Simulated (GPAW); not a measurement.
# 1T-PbSTe monolayer: simulated STM images

Aim: Tersoff-Hamann images of 1T-PbSTe monolayer at several biases.

Method: GPAW, PAW setups; layer in a repeated cell with vacuum, relaxation of atoms and in-plane cell, in the first sound run; inputs show where later runs differ, in GPAW 26.7.0.

Report form: the programs' logs are mostly left out.

## Step 1: The structure

The cell holds 3 atoms: 1 Te, 1 Pb and 1 S. Its edges and angles: a = 3.646 Å, b = 3.646 Å, c = 18.833 Å, α = 90.0°, β = 90.0°, γ = 120.0°. Vacuum lies along c.

Structure file:

```
Te Pb S
1.0
     3.64569    0.00000    0.00000
    -1.82285    3.15726    0.00000
     0.00000    0.00000   18.83270
Te Pb S
1 1 1
Direct
  0.66667 0.33333 0.42479
  0.00000 0.00000 0.51577
  0.33333 0.66667 0.57521
```

## Step 2: Relaxing the atoms

Forces are removed first; all later runs use this geometry.

Contents of run.py:

```python
import json
import numpy as np
from ase import Atoms
from ase.filters import FrechetCellFilter
from ase.optimize import BFGS
from gpaw import GPAW, PW

slab = Atoms(
    ['Te', 'Pb', 'S'],
    positions=[
        [1.82285, 1.05242, 8.00000],
        [0.00000, 0.00000, 9.71331],
        [-0.00000, 2.10484, 10.83273]],
    cell=[[3.64569, 0.0, 0.0], [-1.82285, 3.15726, 0.0], [0.0, 0.0, 18.8327]],
    pbc=[True, True, True])

slab.calc = GPAW(mode=PW(600), xc='PBE', kpts={'size': (9, 9, 1), 'gamma': True},
                 occupations={'name': 'fermi-dirac', 'width': 0.05}, nbands='200%',
                 convergence={'density': 1e-05}, maxiter=200,
                 symmetry={'tolerance': 1e-3}, txt='slab.txt')
result = {}
# The in-plane cell is free; stress needs a cell that repeats along all three vectors
path = []
opt = BFGS(FrechetCellFilter(slab, mask=[1, 1, 0, 0, 0, 1]), maxstep=0.2)
opt.attach(lambda: path.append((slab.get_potential_energy(), slab.positions.tolist(), slab.get_forces().tolist())))
result['relaxed'] = bool(opt.run(fmax=0.02, steps=45))
result['path'] = path
result['cell'] = slab.cell.tolist()
print('in-plane lattice', slab.cell.cellpar().round(4)[[0, 1, 5]])
energy = slab.get_potential_energy()
fermi = slab.calc.get_fermi_level()
v = slab.calc.get_electrostatic_potential().mean((0, 1)) - fermi
n = slab.calc.get_pseudo_density().mean((0, 1))
L = slab.cell[2, 2]
z = np.arange(len(v)) * L / len(v)
low, high = slab.positions[:, 2].min(), slab.positions[:, 2].max()
below, above = np.interp([low - 5.8, high + 5.8], z, v)
slopes = [np.interp(x, z, np.gradient(v, z)) for x in (low - 5.8, high + 5.8)]
eps = np.array([[slab.calc.get_eigenvalues(k, s) for k in range(len(slab.calc.get_ibz_k_points()))]
                for s in range(slab.calc.get_number_of_spins())]) - fermi
top, bottom = eps[eps < 0].max(), eps[eps > 0].min()
dipole = slab.get_dipole_moment()[2]
print(f'energy {energy:.4f} eV, Fermi level {fermi:.4f} eV, dipole {dipole:.5f} e A')
print(f'potential 5.8 A off the faces, from the Fermi level: lower {below:.4f} eV, upper {above:.4f} eV')
print(f'slope of the potential there: lower {slopes[0]:.5f}, upper {slopes[1]:.5f} eV/A')
print(f'nearest levels on the mesh: {top:.4f} and {bottom:.4f} eV')
print('magnetic moment', round(slab.get_magnetic_moment(), 3))
result.update(energy=energy, fermi=fermi, dipole=dipole, below=below, above=above, slopes=slopes, edges=[top, bottom],
              z=z.tolist(), v=v.tolist(), n=n.tolist(), positions=slab.positions.tolist(),
              forces=slab.get_forces(apply_constraint=False).tolist(), moments=slab.get_magnetic_moments().tolist())
json.dump(result, open('result.json', 'w'))
```

Launch:

```sh
> OMP_NUM_THREADS=1 OPENBLAS_NUM_THREADS=1 python run.py
```

Run time: 16 min. Hardware: 1 thread of Arm Neoverse V1, shared host; peak memory 0.49 GiB.

This step gave:

| Item | Value |
| --- | --- |
| dipole along the normal | -0.07525 e·Å |
| levels nearest the Fermi level on the mesh | -0.1377, 0.01359 eV from the Fermi level |

Electrostatic potential energy of an electron (without an applied field's), less the Fermi level, planar mean against z:

| z (Å) | electrostatic potential energy of an electron (without an applied field's), less the Fermi level, planar mean (eV) |
| --- | --- |
| 0.0 | 5.60 |
| 0.5 | 5.57 |
| 1.0 | 5.54 |
| 1.5 | 5.51 |
| 2.0 | 5.48 |
| 2.5 | 5.45 |
| 3.0 | 5.42 |
| 3.5 | 5.40 |
| 4.0 | 5.36 |
| 4.5 | 5.32 |
| 5.0 | 5.23 |
| 5.5 | 4.94 |
| 6.0 | 3.85 |
| 6.5 | -0.248 |
| 7.0 | -11.5 |
| 7.5 | -15.3 |
| 8.0 | -3.43 |
| 8.5 | 1.30 |
| 9.0 | -1.27 |
| 9.5 | -12.1 |
| 10.0 | -16.3 |
| 10.5 | -5.69 |
| 11.0 | -6.29 |
| 11.5 | -10.2 |
| 12.0 | 0.969 |
| 12.5 | 4.88 |
| 13.0 | 5.71 |
| 13.5 | 5.86 |
| 14.0 | 5.86 |
| 14.5 | 5.84 |
| 15.0 | 5.82 |
| 15.5 | 5.79 |
| 16.0 | 5.76 |
| 16.5 | 5.73 |
| 17.0 | 5.70 |
| 17.5 | 5.67 |
| 18.0 | 5.64 |
| 18.5 | 5.62 |

The pseudo valence density, planar mean oscillates, so the rows of the table below give means over windows of 0.5 Å about each position, cut where the curve ends. Its maxima inside the range that stand out by 2 % of the span (Å: e/Å³): 6.80: 0.259, 7.85: 0.265, 9.77: 0.989. Its minima: 7.32: 0.0803, 8.54: 0.145.

The pseudo valence density, planar mean by z; means over each step:

| z (Å) | pseudo valence density, planar mean (e/Å³) |
| --- | --- |
| 3.5 | 5.7e-5 |
| 4.0 | 2.4e-4 |
| 4.5 | 1.0e-3 |
| 5.0 | 0.00410 |
| 5.5 | 0.0167 |
| 6.0 | 0.0644 |
| 6.5 | 0.185 |
| 7.0 | 0.193 |
| 7.5 | 0.153 |
| 8.0 | 0.233 |
| 8.5 | 0.159 |
| 9.0 | 0.232 |
| 9.5 | 0.649 |
| 10.0 | 0.858 |
| 10.5 | 0.446 |
| 11.0 | 0.354 |
| 11.5 | 0.297 |
| 12.0 | 0.209 |
| 12.5 | 0.0656 |
| 13.0 | 0.0140 |
| 13.5 | 0.00284 |
| 14.0 | 6.1e-4 |
| 14.5 | 1.3e-4 |
| 15.0 | 2.8e-5 |

The relaxation lowered the energy of the cell by 2.90 eV (energies extrapolated to zero smearing; the optimiser's log prints free energies). The largest force left on a free atom is 0.010 eV/Å.

## Step 3: Plane waves, PBE

The work function is the vacuum plateau of the electrostatic potential less the Fermi level; a dipole layer lets the two faces have plateaus of their own.

This step: GPAW, PAW setups; slab in vacuum (GPAW 26.7.0).

The cell differs from the one that the last finished run ended in (c 18.833 → 20.050 Å).

Contents of run.py:

```python
import json
import numpy as np
from ase import Atoms
from ase.dft.stm import STM
from gpaw import GPAW, PW

slab = Atoms(
    ['Te', 'Pb', 'S'],
    positions=[
        [1.90486, 1.09977, 8.00000],
        [-0.00000, -0.00000, 10.51605],
        [0.00000, 2.19954, 12.05048]],
    cell=[[3.80971, 0.0, 0.0], [-1.90486, 3.29931, 0.0], [0.0, 0.0, 20.0505]],
    pbc=[True, True, False])

slab.calc = GPAW(mode=PW(400), xc='PBE', kpts={'size': (9, 9, 1), 'gamma': True},
                 occupations={'name': 'fermi-dirac', 'width': 0.05}, nbands='200%',
                 convergence={'density': 1e-05}, maxiter=200,
                 poissonsolver={'dipolelayer': 'xy'},
                 symmetry={'tolerance': 1e-3}, txt='slab.txt')
result = {}
energy = slab.get_potential_energy()
fermi = slab.calc.get_fermi_level()
v = slab.calc.get_electrostatic_potential().mean((0, 1)) - fermi
n = slab.calc.get_pseudo_density().mean((0, 1))
L = slab.cell[2, 2]
z = np.arange(len(v)) * L / len(v)
low, high = slab.positions[:, 2].min(), slab.positions[:, 2].max()
below, above = np.interp([low - 5.8, high + 5.8], z, v)
slopes = [np.interp(x, z, np.gradient(v, z)) for x in (low - 5.8, high + 5.8)]
eps = np.array([[slab.calc.get_eigenvalues(k, s) for k in range(len(slab.calc.get_ibz_k_points()))]
                for s in range(slab.calc.get_number_of_spins())]) - fermi
top, bottom = eps[eps < 0].max(), eps[eps > 0].min()
dipole = slab.get_dipole_moment()[2]
print(f'energy {energy:.4f} eV, Fermi level {fermi:.4f} eV, dipole {dipole:.5f} e A')
print(f'potential 5.8 A off the faces, from the Fermi level: lower {below:.4f} eV, upper {above:.4f} eV')
print(f'slope of the potential there: lower {slopes[0]:.5f}, upper {slopes[1]:.5f} eV/A')
print(f'nearest levels on the mesh: {top:.4f} and {bottom:.4f} eV')
print('magnetic moment', round(slab.get_magnetic_moment(), 3))
result.update(energy=energy, fermi=fermi, dipole=dipole, below=below, above=above, slopes=slopes, edges=[top, bottom],
              z=z.tolist(), v=v.tolist(), n=n.tolist(), positions=slab.positions.tolist(),
              forces=slab.get_forces(apply_constraint=False).tolist(), moments=slab.get_magnetic_moments().tolist())

# Images need the states of the whole zone, up to time reversal
slab.calc = slab.calc.fixed_density(symmetry={'point_group': False}, txt='states.txt', nbands='290%',
                                    convergence={'bands': 'CBM+1.3'})
stm = STM(slab)
result['stm'] = []
for bias in [-1.0, 1.0]:
    height = high + 3.0
    current = stm.get_averaged_current(bias, height)
    x, y, h = stm.scan(bias, current)
    i, f = divmod(height / L * stm.ldos.shape[2], 1)
    I = abs((1 - f) * stm.ldos[:, :, int(i)] + f * stm.ldos[:, :, int(i) + 1])
    print(f'bias {bias} V: mean current at 3.0 A {current:.4e}, corrugation {np.ptp(h):.4f} A')
    result['stm'].append(dict(bias=bias, current=current, h=(h - high).tolist(), I=I.tolist()))
json.dump(result, open('result.json', 'w'))
```

Run time: 1.9 min. Hardware: 1 thread; peak memory 0.4 GiB.

Numbers from this step:

* dipole along the normal: -0.05027 e·Å
* levels nearest the Fermi level on the mesh: -0.1370, 0.01379 eV from the Fermi level
* upper work function: 5.975 eV
* lower work function: 5.255 eV
* corrugation -1: 0.4695 Å
* corrugation 1: 0.5094 Å

Electrostatic potential energy of an electron (without an applied field's), less the Fermi level, planar mean against z:

| z (Å) | electrostatic potential energy of an electron (without an applied field's), less the Fermi level, planar mean (eV) |
| --- | --- |
| 0.0 | 5.61 |
| 0.5 | 5.26 |
| 1.0 | 5.26 |
| 1.5 | 5.26 |
| 2.0 | 5.26 |
| 2.5 | 5.26 |
| 3.0 | 5.26 |
| 3.5 | 5.26 |
| 4.0 | 5.25 |
| 4.5 | 5.25 |
| 5.0 | 5.24 |
| 5.5 | 5.20 |
| 6.0 | 5.04 |
| 6.5 | 4.38 |
| 7.0 | 1.79 |
| 7.5 | -6.83 |
| 8.0 | -16.8 |
| 8.5 | -7.24 |
| 9.0 | 0.597 |
| 9.5 | 0.453 |
| 10.0 | -7.54 |
| 10.5 | -17.5 |
| 11.0 | -8.98 |
| 11.5 | -4.28 |
| 12.0 | -11.6 |
| 12.5 | -2.18 |
| 13.0 | 4.12 |
| 13.5 | 5.59 |
| 14.0 | 5.90 |
| 14.5 | 5.96 |
| 15.0 | 5.97 |
| 15.5 | 5.97 |
| 16.0 | 5.97 |
| 16.5 | 5.97 |
| 17.0 | 5.97 |
| 17.5 | 5.97 |
| 18.0 | 5.97 |
| 18.5 | 5.97 |
| 19.0 | 5.97 |
| 19.5 | 5.97 |

Pseudo valence density, planar mean against z:

| z (Å) | pseudo valence density, planar mean (e/Å³) |
| --- | --- |
| 0.00 | 0 |
| 0.63 | 0 |
| 1.04 | 0 |
| 1.67 | 0 |
| 2.09 | 0 |
| 2.72 | 2.2e-6 |
| 3.13 | 4.0e-6 |
| 3.76 | 1.4e-5 |
| 4.39 | 9.6e-5 |
| 4.80 | 3.2e-4 |
| 5.43 | 0.00186 |
| 5.85 | 0.00611 |
| 6.47 | 0.0350 |
| 6.89 | 0.102 |
| 7.52 | 0.257 |
| 8.15 | 0.119 |
| 8.56 | 0.264 |
| 9.19 | 0.146 |
| 9.61 | 0.193 |
| 10.23 | 0.725 |
| 10.65 | 0.950 |
| 11.28 | 0.383 |
| 11.70 | 0.364 |
| 12.32 | 0.303 |
| 12.95 | 0.110 |
| 13.37 | 0.0319 |
| 13.99 | 0.00437 |
| 14.41 | 0.00117 |
| 15.04 | 1.7e-4 |
| 15.46 | 4.6e-5 |
| 16.08 | 5.5e-6 |
| 16.71 | 2.1e-6 |
| 17.13 | 1.4e-6 |
| 17.75 | 0 |
| 18.17 | 0 |
| 18.80 | 0 |
| 19.22 | 0 |
| 19.84 | 0 |

Tip height over the top atom over a1 and a2. Sample bias -1 V, constant current at the mean current 3.0 Å over the top atom.

Values in Å, 12 rows by 16 columns, each cell a mean:
```
2.77 2.82 2.89 2.96 3.02 3.07 3.11 3.12 3.12 3.10 3.06 3.00 2.94 2.87 2.80 2.76
2.84 2.91 2.98 3.05 3.10 3.14 3.16 3.17 3.15 3.13 3.08 3.01 2.94 2.87 2.81 2.79
2.94 3.00 3.08 3.13 3.17 3.19 3.20 3.19 3.17 3.13 3.08 3.00 2.94 2.88 2.85 2.87
2.99 3.07 3.13 3.17 3.19 3.20 3.20 3.19 3.16 3.12 3.05 2.98 2.92 2.88 2.88 2.93
3.05 3.11 3.16 3.18 3.20 3.20 3.19 3.17 3.13 3.07 3.00 2.94 2.90 2.89 2.92 2.97
3.07 3.12 3.15 3.17 3.18 3.17 3.16 3.13 3.07 3.01 2.95 2.91 2.88 2.90 2.94 2.99
3.06 3.09 3.12 3.13 3.13 3.11 3.08 3.04 2.98 2.93 2.89 2.86 2.87 2.90 2.95 2.99
3.01 3.04 3.06 3.06 3.05 3.03 3.00 2.96 2.92 2.88 2.85 2.84 2.86 2.90 2.94 2.98
2.94 2.95 2.96 2.95 2.95 2.93 2.91 2.90 2.88 2.86 2.86 2.86 2.87 2.89 2.91 2.93
2.87 2.87 2.87 2.88 2.88 2.88 2.89 2.89 2.90 2.90 2.90 2.90 2.89 2.88 2.88 2.87
2.78 2.77 2.79 2.82 2.86 2.90 2.93 2.96 2.97 2.97 2.96 2.94 2.91 2.87 2.83 2.80
2.74 2.76 2.80 2.86 2.92 2.97 3.01 3.03 3.04 3.04 3.01 2.97 2.93 2.87 2.81 2.76
```
Columns: a1 from 0 to 0.944; rows upwards: a2 from 0 to 0.944.

Local density of states summed over the bias window over a1 and a2. Sample bias -1 V, constant height 3.0 Å over the top atom.

Ten even steps from '_' (0.52 × 1e-5 arbitrary) to '@' (2.20 × 1e-5 arbitrary):
```
____....::--==++++++++==--::....____
__....--==++**######**++==--....____
....--==++**##%%%%##**++==--....____
..::==++##%%%%@@%%%%##++==::....__..
::--++**%%@@@@@@@@%%**++--::........
--==**##%%@@@@@@%%##**==--::......::
==++##%%@@@@@@@@%%##++==--::....::--
==++##%%%%@@%%%%##++==--::......::--
==++####%%%%####++==--::........::--
==++****##****++==--::..........::--
====++++++++====--::............::--
----======------::..............::--
::::----::::::::................::::
....................................
....................................
__________....::::::::::::::....____
________....::------------::....____
______....::--==========--::....____
```
Columns: a1 from 0 to 0.944; rows upwards: a2 from 0 to 0.944.

Tip height over the top atom over a1 and a2. Sample bias 1 V, constant current at the mean current 3.0 Å over the top atom.

Ten even steps from '_' (2.72 Å) to '@' (3.23 Å):
```
__..::--==++**########**++==--::..__
..::--++**####%%%%%%####**++--::..__
::--++**##%%%%@@@@%%%%##**++--::....
--==**##%%%%@@@@@@%%%%##**==--::..::
==++##%%%%@@@@@@@@%%%%##++==--::::--
++**##%%@@@@@@@@@@%%##**++==--::--==
**##%%@@@@@@@@@@@@%%##**==--::::--==
**##%%@@@@@@@@@@%%##**++==--::--==++
**##%%%%%%%%%%%%##**++==--::::--==++
**####%%%%%%####**++==--::::::--==++
****########****++==--::....::--==++
++++******++++====--::......::--====
====++++======----::::....::::----==
--------------::::::::::::::::::----
::::::::::::::::------------::::::::
..........::----==========----::....
______..::--====++++++++====--::..__
____..::--==++**********++==--::..__
```
Columns: a1 from 0 to 0.944; rows upwards: a2 from 0 to 0.944.

Local density of states summed over the bias window over a1 and a2. Sample bias 1 V, constant height 3.0 Å over the top atom.

Ten even steps from '0' (1.76 × 1e-5 arbitrary) to '9' (5.71 × 1e-5 arbitrary):
```
000123455554321000
001245666665421000
012456788765421000
124568898865421000
235689999865321111
346789998764321112
356899998653211112
456889886542111112
456788765432111123
456666654321101123
345555432211001122
334443321110001112
222222211100001112
111111111111111111
000001111111111110
000001111222111100
000001222332221000
000012334443321000
```
Columns: a1 from 0 to 0.944; rows upwards: a2 from 0 to 0.944.

The potential is flat to 7.4e-5 eV/Å where it is read, so the vacuum is wide enough.

## Step 4: A changed run

One more run, with changed settings.

run.py: that of step 3 with these lines changed.

```diff
@@ -3,3 +3,2 @@
 from ase import Atoms
-from ase.dft.stm import STM
 from gpaw import GPAW, PW
@@ -16,4 +15,4 @@
 slab.calc = GPAW(mode=PW(400), xc='PBE', kpts={'size': (9, 9, 1), 'gamma': True},
-                 occupations={'name': 'fermi-dirac', 'width': 0.05}, nbands='200%',
-                 convergence={'density': 1e-05}, maxiter=200,
+                 occupations={'name': 'fermi-dirac', 'width': 0.05}, nbands='100%',
+                 convergence={'density': 1e-05}, maxiter=50,
                  poissonsolver={'dipolelayer': 'xy'},
@@ -42,16 +41,2 @@
               forces=slab.get_forces(apply_constraint=False).tolist(), moments=slab.get_magnetic_moments().tolist())
-
-# Images need the states of the whole zone, up to time reversal
-slab.calc = slab.calc.fixed_density(symmetry={'point_group': False}, txt='states.txt', nbands='290%',
-                                    convergence={'bands': 'CBM+1.3'})
-stm = STM(slab)
-result['stm'] = []
-for bias in [-1.0, 1.0]:
-    height = high + 3.0
-    current = stm.get_averaged_current(bias, height)
-    x, y, h = stm.scan(bias, current)
-    i, f = divmod(height / L * stm.ldos.shape[2], 1)
-    I = abs((1 - f) * stm.ldos[:, :, int(i)] + f * stm.ldos[:, :, int(i) + 1])
-    print(f'bias {bias} V: mean current at 3.0 A {current:.4e}, corrugation {np.ptp(h):.4f} A')
-    result['stm'].append(dict(bias=bias, current=current, h=(h - high).tolist(), I=I.tolist()))
 json.dump(result, open('result.json', 'w'))
```

It took 39 s on 1 thread; peak memory 0.2 GiB.

The run ended with an error.

The program's message: “ValueError: zero-size array to reduction operation minimum which has no identity”

The change that led to it: nbands = "100 % of the filled bands".

## Step 5: What came out

```
work function, upper and lower face : 5.975 and 5.255 eV
dipole along the normal             : -0.0503 e Å
corrugation at -1 V                 : 0.470 Å
corrugation at 1 V                  : 0.509 Å
```

The tip height varies by 0.47 to 0.51 Å over the cell, much the same at every bias tried. Negative sample bias images filled states, positive bias empty ones. The two faces differ by 0.72 eV, the step that the slab's dipole makes (e p/(ε0 A) gives 0.72 eV), so the dipole layer is needed. The images are of Tersoff-Hamann type: an s-wave tip, no tip-sample forces, heights closer than in a microscope. The starting lattice was a guess from atomic radii; the relaxation moved it by 4 %. The relaxation of atoms and cell ran in a fully periodic cell without the dipole layer, so the atoms of this polar layer felt a small spurious field. The layer's cell and atoms come from the relaxation; spin-orbit coupling and temperature are left out.

[Logs are printed without paths, hosts, clocks, repeated set-up lines and the standing remarks that a program may print on its own settings, such as how far it seeks lower states.]

[Hosts, paths, dates, database ids (printed as entryN), source tags and the programs' standing remarks are cut or masked in the printed files.]
